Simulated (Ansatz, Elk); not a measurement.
# FeB2PbC2: X-ray structure factors from the self-consistent density

The structure of FeB2PbC2 used here is made up (a known structure type with other elements) and was relaxed beforehand with PBE. The aim is the Fourier transform of its all-electron density, F(hkl), set beside the sum over free spherical atoms that refinements use.

Method: DFT, PBE, all-electron APW+lo, Dirac cores, scalar-relativistic bands, static density, ferromagnetic start, in Elk 11.2.3 (patched build).

This account leaves out most program logs.

The structure was built from a prototype and need not be the compound's stable phase.

## (1) Set-up

It takes space group P-6m2 (No. 187, hexagonal). Conventional cell: a = 2.875 Å, b = 2.875 Å, c = 9.247 Å, α = 90.00°, β = 90.00°, γ = 120.00°. Nearest to Pb lie 2 B at 2.75 Å and 6 Pb at 2.87 Å. Fe has 2 C at 1.97 Å and 6 B at 2.51 Å nearest. Nearest to C lie 3 B at 1.66 Å and 1 Fe at 1.97 Å. Nearest to B lie 3 C at 1.66 Å and 3 Fe at 2.51 Å and 1 Pb at 2.75 Å. Farther neighbours are not listed.

## (2) Ground state and structure factors

An all-electron density is needed, since X-rays see the cores too. Task 0 finds the density and task 195 Fourier-transforms it; tshift is off so that phases refer to the origin typed.

Contents of elk.in:

```
tasks
  0
  195
  196

xctype
  20

spinpol
  .true.

rgkmax
  7.0

gmaxvr
  14.0

lmaxo
  7

lmaxapw
  8

swidth
  0.002

tshift
  .false.

ramdisk
  .false.

hmaxvr
  5.5

maxscl
  120

epspot
  1e-06

reducebf
  0.8

sppath
  './'

avec
  5.43244841442 0.00000000000 -0.00000000000
  -2.71622420721 4.70463833164 0.00000000000
  -0.00000000000 0.00000000000 17.47398389729

atoms
  4
  'Pb.in'
  1
  0.6666666667 0.3333333333 0.5000000000   0.000000 0.000000 0.000000
  'Fe.in'
  1
  -0.0000000000 0.0000000000 -0.0000000000   0.000000 0.000000 -0.120000
  'C.in'
  2
  -0.0000000000 0.0000000000 0.2131539832   0.000000 0.000000 0.000000
  -0.0000000000 0.0000000000 0.7868460168   0.000000 0.000000 0.000000
  'B.in'
  2
  0.6666666667 0.3333333333 0.2029290069   0.000000 0.000000 0.000000
  0.6666666667 0.3333333333 0.7970709931   0.000000 0.000000 0.000000

ngridk
  8 8 2
```

Launch:

```console
OMP_NUM_THREADS=4 elk
```

Elapsed: 5.6 min, on 4 threads of Arm Neoverse V2, shared host; peak memory 0.47 GiB; 20 min of CPU time.

SFACRHO.OUT:

```text

h k l indices transformed by vhmat matrix:
   1.000000000       0.000000000       0.000000000    
   0.000000000       1.000000000       0.000000000    
   0.000000000       0.000000000       1.000000000    

      h      k      l  multipl.   |H|            Re(F)            Im(F)           |F|

      0      0      0      1   0.0000000       130.00000      0.51230248E-16   130.00000    
      0      0      1      2  0.35957372      -49.772679      0.40672732E-13   49.772679    
      0      0      2      2  0.71914743       84.364492     -0.72436199E-13   84.364492    
      0      0      3      2   1.0787211      -61.945733      0.17353699E-12   61.945733    
      0     -1      0      3   1.3355299      -9.9253713      -65.030801       65.783874    
      0      1      0      3   1.3355299      -9.9253713       65.030801       65.783874    
      1      0      1      6   1.3830884       55.008567       58.165874       80.057550    
     -1      0     -1      6   1.3830884       55.008567      -58.165874       80.057550    
      0      0     -4      2   1.4382949       94.172257      0.16927604E-12   94.172257    
      0      1     -2      6   1.5168432      -18.577928       54.470186       57.551200    
      1      0      2      6   1.5168432      -18.577928      -54.470186       57.551200    
      1      0      3      6   1.7167643       48.254897       59.249853       76.413874    
      1     -1     -3      6   1.7167643       48.254897      -59.249853       76.413874    
      0      0     -5      2   1.7978686      -36.574446     -0.13785151E-12   36.574446    
     -1      1     -4      6   1.9627359      -11.922342      -55.126294       56.400803    
      1     -1      4      6   1.9627359      -11.922342       55.126294       56.400803    
      0      0     -6      2   2.1574423       75.921053      0.25798133E-12   75.921053    
      1     -1      5      6   2.2396365       47.446000      -47.798978       67.348833
```

Elk indexes on the primitive cell of elk.in and gives |H| = 4π sin θ/λ in inverse bohr. Below, one row stands for each form hkl of the conventional cell (m members, Friedel mates merged), F is for one primitive cell and the density is static (no thermal factor). Free-atom factors are Waasmaier and Kirfel's, and R is Σm||F|−|F'||/Σm|F|. Elk warned that it couldn't find a linearisation energy, which lowers the accuracy of some states in this run and its variants.

| hkl | m | sin θ/λ (Å⁻¹) | abs F, DFT | neutral atoms | diff. | abs of complex diff. |
| --- | --- | --- | --- | --- | --- | --- |
| 001 | 2 | 0.054 | 49.773 | 50.004 | -0.231 | 0.231 |
| 002 | 2 | 0.108 | 84.365 | 84.915 | -0.551 | 0.551 |
| 003 | 2 | 0.162 | 61.946 | 61.408 | +0.538 | 0.538 |
| 100 | 6 | 0.201 | 65.784 | 65.634 | +0.150 | 0.440 |
| 101 | 12 | 0.208 | 80.058 | 80.199 | -0.141 | 0.170 |
| 004 | 2 | 0.216 | 94.172 | 93.638 | +0.534 | 0.534 |
| 102 | 12 | 0.228 | 57.551 | 57.708 | -0.157 | 0.441 |
| 103 | 12 | 0.258 | 76.414 | 76.547 | -0.133 | 0.335 |
| 005 | 2 | 0.270 | 36.574 | 36.972 | -0.398 | 0.398 |
| 104 | 12 | 0.295 | 56.401 | 56.323 | +0.077 | 0.097 |
| 006 | 2 | 0.324 | 75.921 | 75.838 | +0.083 | 0.083 |
| 105 | 12 | 0.337 | 67.349 | 67.462 | -0.113 | 0.175 |
| 110 | 6 | 0.348 | 81.309 | 81.551 | -0.241 | 0.241 |
| 111 | 12 | 0.352 | 40.868 | 40.791 | +0.077 | 0.077 |

## (3) The magnetisation density

The same run holds the spin density, and task 196 transforms it. The order is that of the start, and no other was tried.

SFACMAG_1.OUT:

```text

h k l indices transformed by vhmat matrix:
   1.000000000       0.000000000       0.000000000    
   0.000000000       1.000000000       0.000000000    
   0.000000000       0.000000000       1.000000000    

      h      k      l  multipl.   |H|            Re(F)            Im(F)           |F|

      0      0      0      1   0.0000000       2.9056494     -0.12418525E-17   2.9056494    
      0      0      1      2  0.35957372       2.5257666      0.75277843E-16   2.5257666    
      0      0      2      2  0.71914743       2.2271057      0.21940276E-15   2.2271057    
      0      0      3      2   1.0787211       2.0687311      0.13665387E-15   2.0687311    
      0     -1      0      3   1.3355299       2.0349150      0.26238603E-01   2.0350842    
      0      1      0      3   1.3355299       2.0349150     -0.26238603E-01   2.0350842    
      1      0      1      6   1.3830884       1.8890999      0.58710737E-02   1.8891090    
     -1      0     -1      6   1.3830884       1.8890999     -0.58710737E-02   1.8891090    
      0      0     -4      2   1.4382949       1.9817278      0.26413444E-15   1.9817278    
      0      1     -2      6   1.5168432       1.6699991     -0.10129302E-01   1.6700298    
      1      0      2      6   1.5168432       1.6699991      0.10129302E-01   1.6700298    
      1      0      3      6   1.7167643       1.5492743      0.53665139E-03   1.5492744    
      1     -1     -3      6   1.7167643       1.5492743     -0.53665140E-03   1.5492744    
      0      0     -5      2   1.7978686       1.5527409      0.18857289E-15   1.5527409    
     -1      1     -4      6   1.9627359       1.3800746     -0.22216333E-01   1.3802535    
      1     -1      4      6   1.9627359       1.3800746      0.22216333E-01   1.3802535
```

The total moment is 2.91 μB a cell; sphere moments: Pb1 +0.04, Fe2 +2.63, C3 +0.06, C4 +0.06, B5 +0.01, B6 +0.01 μB. Polarised neutrons measure spin and orbital magnetisation together; without spin-orbit coupling the run gives the spin part:

| hkl | sin θ/λ (Å⁻¹) | abs F_M (μB) |
| --- | --- | --- |
| 001 | 0.054 | 2.526 |
| 002 | 0.108 | 2.227 |
| 003 | 0.162 | 2.069 |
| 100 | 0.201 | 2.035 |
| 101 | 0.208 | 1.889 |
| 004 | 0.216 | 1.982 |
| 102 | 0.228 | 1.670 |
| 103 | 0.258 | 1.549 |
| 005 | 0.270 | 1.553 |
| 104 | 0.295 | 1.380 |
| 006 | 0.324 | 1.033 |
| 105 | 0.337 | 1.109 |
| 110 | 0.348 | 0.961 |
| 111 | 0.352 | 0.948 |

## (4) The highest occupied states alone

An energy window below the Fermi level keeps the highest occupied states, to see at which angles they scatter; shallow core shells can lie inside it and anion s states outside. No new self-consistency is needed.

elk.in: that of step 2 with these lines changed.

```diff
@@ -1,5 +1,3 @@
 tasks
-  0
   195
-  196
 
@@ -44,2 +42,5 @@
 
+wsfac
+  -0.227520 0.623720
+
 sppath
```

Launch:

```console
OMP_NUM_THREADS=4 elk
```

Elapsed: 9.4 s, on 4 threads; peak memory 0.29 GiB; 16 s of CPU time.

States within 15 eV below the Fermi level hold 26.00 electrons; any levels below the window count with the cores. Their amplitudes can exceed the total, where window and core parts have opposite phase:

| hkl | sin θ/λ (Å⁻¹) | abs F, window | abs F, all |
| --- | --- | --- | --- |
| 001 | 0.054 | 7.533 | 49.773 |
| 002 | 0.108 | 1.257 | 84.365 |
| 003 | 0.162 | 1.211 | 61.946 |
| 100 | 0.201 | 6.852 | 65.784 |
| 101 | 0.208 | 4.470 | 80.058 |
| 004 | 0.216 | 6.557 | 94.172 |
| 102 | 0.228 | 1.573 | 57.551 |
| 103 | 0.258 | 1.899 | 76.414 |
| 005 | 0.270 | 5.525 | 36.574 |
| 104 | 0.295 | 3.282 | 56.401 |

## (5) Another functional

The difference from free atoms is small, so it is set against the change that LDA (Perdew-Wang) makes.

elk.in: that of step 4 with these lines changed.

```diff
@@ -1,6 +1,8 @@
 tasks
+  0
   195
+  196
 
 xctype
-  20
+  3
 
@@ -42,5 +44,2 @@
 
-wsfac
-  -0.227520 0.623720
-
 sppath
```

Launch:

```console
OMP_NUM_THREADS=4 elk
```

Run time: 2.6 min. Hardware: 4 threads; peak memory 0.29 GiB.

Against the first run R = 0.03 %; the largest change is -0.044 at 227. The moment goes from 2.91 to 2.87 μB.

## (6) A coarser k-mesh

About half the k-points along each axis test the sampling.

elk.in: that of step 5 with these lines changed.

```diff
@@ -6,3 +6,3 @@
 xctype
-  3
+  20
 
@@ -70,2 +70,2 @@
 ngridk
-  8 8 2
+  4 4 1
```

Launch:

```console
OMP_NUM_THREADS=4 elk
```

It took 95 s on 4 threads; peak memory 0.47 GiB.

Against the first run R = 0.01 %; the largest change is -0.072 at 005. The moment goes from 2.91 to 2.99 μB.

## (7) Settings against the effect

| run | R against the first run (%) | R against neutral atoms, low angle (%) | wall time |
| --- | --- | --- | --- |
| PBE, rgkmax 7 | 0.00 | 0.27 | 5.6 min |
| LDA (Perdew-Wang) | 0.03 | 0.26 | 2.6 min |
| k-mesh 4×4×1 | 0.01 | 0.27 | 95 s |

## (8) Results

```json
{"R against neutral atoms, sin θ/λ < 0.3 Å⁻¹": "0.27 %", "R against neutral atoms, 0.3 to 0.82 Å⁻¹": "0.10 %"}
```

In words: Independent neutral atoms miss the calculated amplitudes by R = 0.27 % below 0.3 Å⁻¹ and 0.10 % from there to 0.82 Å⁻¹; by shells, 0.58 % below 0.15 Å⁻¹ (2 forms), 0.25 % 0.15 to 0.3 (8 forms), 0.17 % 0.3 to 0.45 (16 forms), 0.09 % above 0.45 (76 forms). Bonding, aspherical density and the tables' own atoms all enter these figures, and the runs don't part them. The largest change of an amplitude is -0.55 electrons, at 002. R counts amplitudes alone; phases shift too. The magnetic order is that of the start. No other order was tried here, and an antiferromagnetic one would change or move the magnetic intensity. The window's part falls from 26.0 electrons at the origin to at most 1.22 between 0.45 and 0.82 Å⁻¹, where compact states inside the window still scatter. Below 0.3 Å⁻¹ the changes that finished (LDA (Perdew-Wang) and k-mesh 4×4×1) move F by R = 0.01 % at most, against the 0.27 % that separates it from free atoms. The magnetic factors move by R = 3.4 % (LDA (Perdew-Wang)) and 2.2 % (k-mesh 4×4×1), so they aren't settled to better than that. The basis has no finished test. Spin-orbit coupling is left out, which can matter for elements this heavy. Part of the difference isn't bonding: the tables are fits to free atoms and ions calculated by other methods than this functional. Thermal motion, anomalous dispersion and extinction are left out.

[Logs are printed without paths, hosts, clocks, repeated set-up lines and the standing remarks that a program may print on its own settings, such as how far it seeks lower states.]

[Hosts, paths, dates, database ids (printed as entryN), source tags and the programs' standing remarks are cut or masked in the printed files.]
